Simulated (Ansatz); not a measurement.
# Work function of Pt(100): what the settings cost and change, part 2 of 2

How far do cutoff, k-mesh and smearing move the work function of Pt(100)?

Ansatz 0.2.0; plane-wave DFT, PBE, Ansatz PAW.

So far. Step 7 (Run): The work function is 5.603 eV, -0.062 eV from the run “cutoff 420 eV”, at 0.16 times its CPU time.

### 8. Slab

The input, input.yaml:

```yaml
crystal:
  lattice:
    - [2.7718585823, 0.0, 0.0]
    - [0.0, 2.7718585823, 0.0]
    - [0.0, 0.0, 29.76]
  atoms:
    - { symbol: Pt, position: [0.0, 0.0, 0.3024193548] }
    - { symbol: Pt, position: [0.5, 0.5, 0.3682795699] }
    - { symbol: Pt, position: [0.0, 0.0, 0.4341397849] }
    - { symbol: Pt, position: [0.5, 0.5, 0.5] }
    - { symbol: Pt, position: [0.0, 0.0, 0.5658602151] }
    - { symbol: Pt, position: [0.5, 0.5, 0.6317204301] }
    - { symbol: Pt, position: [0.0, 0.0, 0.6975806452] }
kpoints:
  mp_grid: { grid: [10, 10, 1] }
hamiltonian:
  xc: pbe
scf:
  occupations: { method: fermi_dirac, width: 0.1 }
  convergence: { dr2_threshold: 1.0e-09 }
efield:
  axis: 3
  dipole_correction: true
  ramp_position: 0.97
  ramp_width: 0.06
output:
  write_potential: true
  write_density: true
  volumetric_format: npy
```

Command:

```bash
$ ansatz run input.yaml --threads 2 --pin off --max-ram 3072MiB --backend cpu --events-out ev --progress --plain --runs-dir out
```

The log of the run:

```text
[...]
Crystal: 7 atoms, lattice volume = 228.652 Å³
Basis set: ecut = 420 eV, 4543 PW (Γ)
Bands: 76, of which v1, the nominal top of the filled ones, is band 63 counted from 1 (62 counted from 0)
Symmetry: 8 space group operations
k-points: 21 of 100
[...]
k-point 0: bands = [... 59 lower, 6.9162, 7.0682, 7.1119, 7.4766, 7.6789, 7.6789, 7.7949, 7.8322, ... 9 higher]
  k-point 1: bands = [... 59 lower, 6.7995, 7.0806, 7.1189, 7.2251, 7.3592, 7.6413, 7.6465, 7.9124, ... 9 higher]
  k-point 2: bands = [... 59 lower, 6.4311, 6.8023, 6.9498, 7.1228, 7.4500, 7.7791, 7.9167, 7.9291, ... 9 higher]
  k-point 20: bands = [... 59 lower, 8.2357, 8.2359, 8.8172, 8.8172, 10.3342, 10.3342, 12.0294, 12.0294, ... 9 higher]
[key lines of the parts left out:]
SCF converged after 13 iterations
Free energy (F): -87659.451690 eV
Fermi energy:    7.737416 eV
Dipole field:    D = -0.000000 V/Å  (p = -0.000000 e·Å, saw-weighted, corrected)
Work function:   Φ+ = 5.6557 eV   Φ− = 5.6557 eV
```

The job ended after 62 s (2 threads of Arm Neoverse N1, shared host; peak memory 0.67 GiB; 1.7 min of CPU time).

The work function is 5.656 eV, -0.010 eV from the run “cutoff 420 eV”, at 0.57 times its CPU time.

### 9. Slab

Edit input.yaml of step 8 so:

```diff
@@ -14,3 +14,3 @@
 kpoints:
-  mp_grid: { grid: [10, 10, 1] }
+  mp_grid: { grid: [22, 22, 1] }
 hamiltonian:
```

The log of the run:

```text
[...]
Crystal: 7 atoms, lattice volume = 228.652 Å³
Basis set: ecut = 420 eV, 4543 PW (Γ)
Bands: 76, of which v1, the nominal top of the filled ones, is band 63 counted from 1 (62 counted from 0)
Symmetry: 8 space group operations
k-points: 78 of 484
[...]
k-point 0: bands = [... 59 lower, 6.9123, 7.0646, 7.1030, 7.4676, 7.6766, 7.6766, 7.8006, 7.8345, ... 9 higher]
  k-point 1: bands = [... 59 lower, 6.7713, 7.2319, 7.3342, 7.3969, 7.4700, 7.7486, 7.7688, 7.7960, ... 9 higher]
  k-point 2: bands = [... 59 lower, 6.8051, 7.1397, 7.1638, 7.2251, 7.3513, 7.6561, 7.6743, 7.8894, ... 9 higher]
  k-point 77: bands = [... 59 lower, 8.2402, 8.2403, 8.8308, 8.8308, 10.3321, 10.3321, 12.0313, 12.0313, ... 9 higher]
[key lines of the parts left out:]
SCF converged after 12 iterations
Free energy (F): -87659.477649 eV
Fermi energy:    7.719950 eV
Dipole field:    D = 0.000000 V/Å  (p = 0.000000 e·Å, saw-weighted, corrected)
Work function:   Φ+ = 5.6721 eV   Φ− = 5.6721 eV
```

It took 3.5 min on 2 threads; peak memory 1.4 GiB; 6.3 min of CPU time.

The work function is 5.672 eV, +0.007 eV from the run “cutoff 420 eV”, at 2.1 times its CPU time.

### 10. Run

Edit input.yaml of step 9 so:

```diff
@@ -14,3 +14,3 @@
 kpoints:
-  mp_grid: { grid: [22, 22, 1] }
+  mp_grid: { grid: [15, 15, 1] }
 hamiltonian:
@@ -18,3 +18,3 @@
 scf:
-  occupations: { method: fermi_dirac, width: 0.1 }
+  occupations: { method: gaussian, width: 0.05 }
   convergence: { dr2_threshold: 1.0e-09 }
```

The log of the run:

```text
[...]
Crystal: 7 atoms, lattice volume = 228.652 Å³
Basis set: ecut = 420 eV, 4543 PW (Γ)
Bands: 76, of which v1, the nominal top of the filled ones, is band 63 counted from 1 (62 counted from 0)
Symmetry: 8 space group operations
k-points: 36 of 225
[...]
k-point 0: bands = [... 59 lower, 6.9178, 7.0689, 7.1048, 7.4715, 7.6810, 7.6810, 7.7987, 7.8335, ... 9 higher]
  k-point 1: bands = [... 59 lower, 6.7947, 7.2442, 7.3034, 7.3298, 7.3694, 7.7016, 7.7409, 7.8377, ... 9 higher]
  k-point 2: bands = [... 59 lower, 6.6940, 6.8179, 7.0640, 7.3114, 7.3637, 7.5391, 7.6664, 7.9605, ... 9 higher]
  k-point 35: bands = [... 59 lower, 8.1400, 8.1479, 8.6783, 8.7127, 10.0136, 10.6898, 11.6448, 12.2507, ... 9 higher]
[key lines of the parts left out:]
SCF converged after 11 iterations
Free energy (F): -87659.275684 eV
Fermi energy:    7.704740 eV
Dipole field:    D = 0.000000 V/Å  (p = 0.000000 e·Å, saw-weighted, corrected)
Work function:   Φ+ = 5.6862 eV   Φ− = 5.6862 eV
```

It took 92 s on 2 threads; peak memory 0.87 GiB.

The work function is 5.686 eV, +0.021 eV from the run “cutoff 420 eV”, at 0.95 times its CPU time.

### 11. Slab

Edit input.yaml of step 10 so:

```diff
@@ -18,3 +18,3 @@
 scf:
-  occupations: { method: gaussian, width: 0.05 }
+  occupations: { method: methfessel_paxton, width: 0.2 }
   convergence: { dr2_threshold: 1.0e-09 }
```

The log of the run:

```text
[...]
Crystal: 7 atoms, lattice volume = 228.652 Å³
Basis set: ecut = 420 eV, 4543 PW (Γ)
Bands: 76, of which v1, the nominal top of the filled ones, is band 63 counted from 1 (62 counted from 0)
Symmetry: 8 space group operations
k-points: 36 of 225
[...]
k-point 0: bands = [... 59 lower, 6.9166, 7.0677, 7.1048, 7.4703, 7.6803, 7.6803, 7.8021, 7.8360, ... 9 higher]
  k-point 1: bands = [... 59 lower, 6.7965, 7.2426, 7.3032, 7.3292, 7.3685, 7.7042, 7.7440, 7.8366, ... 9 higher]
  k-point 2: bands = [... 59 lower, 6.6944, 6.8174, 7.0629, 7.3129, 7.3625, 7.5422, 7.6668, 7.9596, ... 9 higher]
  k-point 35: bands = [... 59 lower, 8.1397, 8.1506, 8.6794, 8.7138, 10.0123, 10.6883, 11.6446, 12.2506, ... 9 higher]
[key lines of the parts left out:]
SCF converged after 13 iterations
Free energy (F): -87659.271983 eV
Fermi energy:    7.713698 eV
Dipole field:    D = -0.000000 V/Å  (p = -0.000000 e·Å, saw-weighted, corrected)
Work function:   Φ+ = 5.6778 eV   Φ− = 5.6778 eV
```

Elapsed: 95 s, on 2 threads; peak memory 0.88 GiB.

The work function is 5.678 eV, +0.012 eV from the run “cutoff 420 eV”, at 0.98 times its CPU time.

### 12. Run

Edit input.yaml of step 11 so:

```diff
@@ -18,3 +18,3 @@
 scf:
-  occupations: { method: methfessel_paxton, width: 0.2 }
+  occupations: { method: fermi_dirac, width: 0.3 }
   convergence: { dr2_threshold: 1.0e-09 }
```

The log of the run:

```text
band count auto-derived: 83 (N_el = 126.0; filled up to band 63; 76 by the electrons, moments and atoms)
[...]
Crystal: 7 atoms, lattice volume = 228.652 Å³
Basis set: ecut = 420 eV, 4543 PW (Γ)
Bands: 83, of which v1, the nominal top of the filled ones, is band 63 counted from 1 (62 counted from 0)
Symmetry: 8 space group operations
k-points: 36 of 225
[...]
k-point 0: bands = [... 59 lower, 6.9075, 7.0631, 7.1149, 7.4771, 7.6732, 7.6732, 7.7942, 7.8321, ... 16 higher]
  k-point 1: bands = [... 59 lower, 6.7981, 7.2434, 7.3063, 7.3236, 7.3608, 7.6961, 7.7376, 7.8366, ... 16 higher]
  k-point 2: bands = [... 59 lower, 6.6998, 6.8079, 7.0611, 7.3092, 7.3636, 7.5331, 7.6623, 7.9614, ... 16 higher]
  k-point 35: bands = [... 59 lower, 8.1529, 8.1645, 8.6776, 8.7121, 10.0190, 10.6972, 11.6502, 12.2564, ... 16 higher]
[key lines of the parts left out:]
SCF converged after 11 iterations
Free energy (F): -87660.757392 eV
Fermi energy:    7.813683 eV
Dipole field:    D = -0.000000 V/Å  (p = -0.000000 e·Å, saw-weighted, corrected)
Work function:   Φ+ = 5.5759 eV   Φ− = 5.5759 eV
```

Elapsed: 1.8 min, on 2 threads; peak memory 0.94 GiB; 3.3 min of CPU time.

The work function is 5.576 eV, -0.090 eV from the run “cutoff 420 eV”, at 1.1 times its CPU time.

### 13. Run

Edit input.yaml of step 12 so:

```diff
@@ -18,3 +18,3 @@
 scf:
-  occupations: { method: fermi_dirac, width: 0.3 }
+  occupations: { method: cold, width: 0.1 }
   convergence: { dr2_threshold: 1.0e-09 }
```

The log of the run:

```text
[...]
Crystal: 7 atoms, lattice volume = 228.652 Å³
Basis set: ecut = 420 eV, 4543 PW (Γ)
Bands: 76, of which v1, the nominal top of the filled ones, is band 63 counted from 1 (62 counted from 0)
Symmetry: 8 space group operations
k-points: 36 of 225
[...]
k-point 0: bands = [... 59 lower, 6.9139, 7.0665, 7.1015, 7.4663, 7.6795, 7.6795, 7.7981, 7.8322, ... 9 higher]
  k-point 1: bands = [... 59 lower, 6.7937, 7.2395, 7.2996, 7.3287, 7.3673, 7.7009, 7.7401, 7.8350, ... 9 higher]
  k-point 2: bands = [... 59 lower, 6.6917, 6.8168, 7.0597, 7.3086, 7.3619, 7.5387, 7.6645, 7.9580, ... 9 higher]
  k-point 35: bands = [... 59 lower, 8.1374, 8.1499, 8.6769, 8.7113, 10.0104, 10.6864, 11.6428, 12.2488, ... 9 higher]
[key lines of the parts left out:]
SCF converged after 13 iterations
Free energy (F): -87659.263632 eV
Fermi energy:    7.705319 eV
Dipole field:    D = 0.000001 V/Å  (p = 0.000001 e·Å, saw-weighted, corrected)
Work function:   Φ+ = 5.6881 eV   Φ− = 5.6881 eV
```

It took 99 s on 2 threads; peak memory 0.87 GiB.

The work function is 5.688 eV, +0.023 eV from the run “cutoff 420 eV”, at 1.00 times its CPU time.

### 14. Comparing the runs

Times are for 2 threads of Arm Neoverse N1, shared host. The runs compared:

```tsv
no.	setting	work function, upper face (eV)	time	memory (GiB)
1	cutoff 200 eV	6.293	50 s	0.45
2	cutoff 300 eV	5.673	67 s	0.62
3	cutoff 420 eV	5.665	99 s	0.87
4	cutoff 600 eV	5.665	2.9 min	1.3
5	mesh 3x3	5.683	11 s	0.45
6	mesh 5x5	5.603	20 s	0.48
7	mesh 10x10	5.656	62 s	0.67
8	mesh 22x22	5.672	3.5 min	1.4
9	Gaussian smearing 0.05 eV	5.686	92 s	0.87
10	methfessel_paxton smearing 0.2 eV	5.678	95 s	0.88
11	fermi_dirac smearing 0.3 eV	5.576	1.8 min	0.94
12	cold smearing 0.1 eV	5.688	99 s	0.87
```

### 15. Varying the input

An input spoilt on purpose, to show how the run answers: it repeats the earlier run “cutoff 200 eV” with scf.occupations from method: fermi_dirac, width: 0.1 to method: fermi_dirac, width: 5.0, and scf.max_iter set to 100; its output block differs too.

Edit input.yaml of step 13 so:

```diff
@@ -18,4 +18,5 @@
 scf:
-  occupations: { method: cold, width: 0.1 }
+  occupations: { method: fermi_dirac, width: 5.0 }
   convergence: { dr2_threshold: 1.0e-09 }
+  max_iter: 100
 efield:
@@ -25,2 +26,4 @@
   ramp_width: 0.06
+basis:
+  ecutwfc: "200 eV"
 output:
```

The log of the run:

```text
Warning: basis.ecutwfc = 200 eV is below the records' recommended 420 eV, and the density's cutoff is lower with it unless basis.ecutrho_ratio is high enough to keep the records' density cutoff: compare with a run at a higher cutoff
band count auto-derived: 510 (N_el = 126.0; filled up to band 63; 76 by the electrons, moments and atoms)
Engine: ansatz 0.2.0, aarch64-unknown-linux-gnu
Pseudopotentials: kind: paw
Pseudopotential: Pt, paw, valence charge 18, recommended cutoff 420 eV (normal), Pt.paw.azcp
Functional definition: PBE
  parameter kappa = 0.804
  parameter beta = 0.066725
  exchange = pbe_x(kappa = kappa, mu = beta*pi^2/3)
  correlation = pbe_c(beta = beta)
Crystal: 7 atoms, lattice volume = 228.652 Å³
Basis set: ecut = 200 eV, 1465 PW (Γ)
Bands: 510, of which v1, the nominal top of the filled ones, is band 63 counted from 1 (62 counted from 0)
Symmetry: 8 space group operations
k-points: 36 of 225
Non-local potential: Pt, projectors of the file, l = 0: 3, l = 1: 2, l = 2: 2, l = 3: 1
PAW form: soft (Blöchl's): semilocal exchange-correlation on the pseudo side does not see the compensation charge
PAW one-centre angular grid: Pt, 590 points (default); XC on 64 Gauss nodes
Initial density: superposition of atomic densities (neutral atoms: chi_scale 0, normalization atom), corrected by the library's trained network
Initial wavefunctions: pseudopotential atomic-orbital guess
Functional: x = pbe(κ = 0.804, μ = 0.219515), c = pbe(β = 0.066725)
SCF iter   1: F=—  HF=-87808.383930 eV  |F-HF|=—  |Δ(HF+E_count)|=         —  Δρ=1.41e-1  dr2=7.98e2  ethr=1.77e-3  p=-0.000 e·Å  D=-4.33e-14 V/Å  ΔV_dip=0.00 eV  dr2_dipole=1.45e-23  V_vac-E_F(+/−)=2.26/2.26 eV  ⟨swp⟩=1.0  Hψ=52889  notcnv=0
efield: sawtooth ramp at fractional position 0.9700 (set: `efield.ramp_position`, or a place that a band, a saddle search or an elastic batch's reference lends), width 0.0600; the density the first Hamiltonian is built on has a dipole p = -0.000 e·Å; the dipole correction subtracts the counter field D = -4.33e-14 V/Å, which shifts the + side's vacuum level by +0.00 eV against the − side's; the planar-averaged density in the ramp window peaks in size at 1.0e-5 e/Å³
preconditioner: auto → LDOS  [metal: Δε(μ)=0.010 eV  Ē_g=55.276 eV  σ=5.000 eV  W_gap=0.00  n_scr=58 (ndim 8)  ℏωp=20.5 eV  f_vac=0.495  D(μ)=5.12/eV (n_scr^D=18)  β→1.0]
SCF iter   2: F=—  HF=-87782.275299 eV  |F-HF|=—  |Δ(HF+E_count)|=    2.61e1  Δρ=6.72e-2  dr2=8.36e1  ethr=1.77e-3  p=-0.000 e·Å  D=-6.37e-7 V/Å  ΔV_dip=0.00 eV  dr2_dipole=1.76e-10  V_vac-E_F(+/−)=8.74/8.74 eV  ⟨swp⟩=2.0  Hψ=26250  notcnv=0
SCF iter   3: F=—  HF=-87775.908329 eV  |F-HF|=—  |Δ(HF+E_count)|=    6.37e0  Δρ=4.36e-2  dr2=1.70e1  ethr=1.77e-3  p=-0.000 e·Å  D=-5.71e-5 V/Å  ΔV_dip=0.00 eV  dr2_dipole=5.47e-7  V_vac-E_F(+/−)=13.54/13.55 eV  ⟨swp⟩=2.6  Hψ=31553  notcnv=0
SCF iter   4: F=—  HF=-87773.812222 eV  |F-HF|=—  |Δ(HF+E_count)|=    2.10e0  Δρ=4.76e-3  dr2=5.11e0  ethr=1.77e-3  p=-0.000 e·Å  D=-2.52e-5 V/Å  ΔV_dip=0.00 eV  dr2_dipole=3.51e-8  V_vac-E_F(+/−)=15.37/15.38 eV  ⟨swp⟩=1.0  Hψ=20901  notcnv=0
SCF iter   5: F=—  HF=-87773.314970 eV  |F-HF|=—  |Δ(HF+E_count)|=   4.97e-1  Δρ=2.69e-3  dr2=8.05e-1  ethr=1.77e-3  p=-0.000 e·Å  D=-1.55e-5 V/Å  ΔV_dip=0.00 eV  dr2_dipole=1.13e-8  V_vac-E_F(+/−)=17.89/17.92 eV  ⟨swp⟩=1.4  Hψ=24082  notcnv=0
SCF iter   6: F=—  HF=-87773.158467 eV  |F-HF|=—  |Δ(HF+E_count)|=   1.57e-1  Δρ=1.32e-3  dr2=8.82e-3  ethr=6.39e-4  p=-0.000 e·Å  D=-1.33e-5 V/Å  ΔV_dip=0.00 eV  dr2_dipole=4.96e-9  V_vac-E_F(+/−)=20.78/20.85 eV  ⟨swp⟩=2.0  Hψ=29179  notcnv=0
SCF iter   7: F=—  HF=-87773.164819 eV  |F-HF|=—  |Δ(HF+E_count)|=   6.35e-3  Δρ=6.83e-4  dr2=4.91e-2  ethr=7.00e-6  p=0.000 e·Å  D=5.33e-7 V/Å  ΔV_dip=-0.00 eV  dr2_dipole=7.41e-13  V_vac-E_F(+/−)=21.77/21.87 eV  ⟨swp⟩=2.0  Hψ=29389  notcnv=0
SCF iter   8: F=—  HF=-87773.156256 eV  |F-HF|=—  |Δ(HF+E_count)|=   8.56e-3  Δρ=2.01e-4  dr2=5.80e-3  ethr=7.00e-6  p=0.000 e·Å  D=1.70e-6 V/Å  ΔV_dip=-0.00 eV  dr2_dipole=1.65e-10  V_vac-E_F(+/−)=21.29/21.39 eV  ⟨swp⟩=1.4  Hψ=22374  notcnv=0
SCF iter   9: F=—  HF=-87773.155160 eV  |F-HF|=—  |Δ(HF+E_count)|=   1.10e-3  Δρ=6.16e-5  dr2=1.09e-3  ethr=4.61e-6  p=0.000 e·Å  D=1.33e-7 V/Å  ΔV_dip=-0.00 eV  dr2_dipole=1.20e-12  V_vac-E_F(+/−)=21.13/21.22 eV  ⟨swp⟩=2.0  Hψ=25511  notcnv=0
```

Elapsed: 10 min, on 2 threads; peak memory 2.1 GiB; 19 min of CPU time.

Residual by cycle:

cycle, log10 residual and a bar from the least value:
```
        1        2.9 ##############################
        2        1.9 #########################
        3        1.2 #####################
        4        0.7 ###################
        5       -0.1 ###############
        6       -2.1 #####
        7       -1.3 ########
        8       -2.2 ####
        9       -3.0
```

The run was cut off at its time limit.

After 9 cycles the residual stands at 0.0011.

The fault put into the input: a smearing of electronvolts.

### 16. Outcome

```yaml
work_function_cutoff_200_ev: 6.293 eV
work_function_cutoff_420_ev: 5.665 eV
work_function_cutoff_600_ev: 5.665 eV
work_function_fermi_dirac_smearing_0p3_ev: 5.576 eV
```

**Reading.** The run at the highest cutoff gives 5.67 eV, and the settings tried spread the value from 5.58 to 6.29 eV. Against 600 eV, a cutoff of 200 eV is off by +0.627 eV. Against 600 eV, a cutoff of 420 eV is off by +0.000 eV. Against the finest mesh, 22 points along a, the coarser ones are off by +0.01 (3), -0.07 (5) and -0.02 (10) eV. The smearing schemes and widths spread it over 0.11 eV. The program marks the value as in doubt in “cutoff 200 eV”. A compiled measured value is 5.7 eV (arxiv:1902.07811, 2019), but the real face reconstructs and these slabs don't, so it is no test of the method. The ladder's slabs use the tabulated experimental lattice constant (two decimals; a low-temperature value for the alkali metals). In 1 run of the series (cutoff 200 eV) the program warns that electrons reach the sawtooth's ramp, which makes dipole and work function less sure.

[Long decimals in the printed logs are rounded to 6 places.]

[Logs are printed without paths, hosts, clocks, repeated set-up lines and the standing remarks that a program may print on its own settings, such as how far it seeks lower states.]

[Hosts, paths, dates, database ids (printed as entryN), source tags and the programs' standing remarks are cut or masked in the printed files.]

[Maps of the electrostatic potential energy from Ansatz leave out the sawtooth potential of an applied field or a dipole correction, so their vacuum need not be flat; planar profiles and work functions include it.]
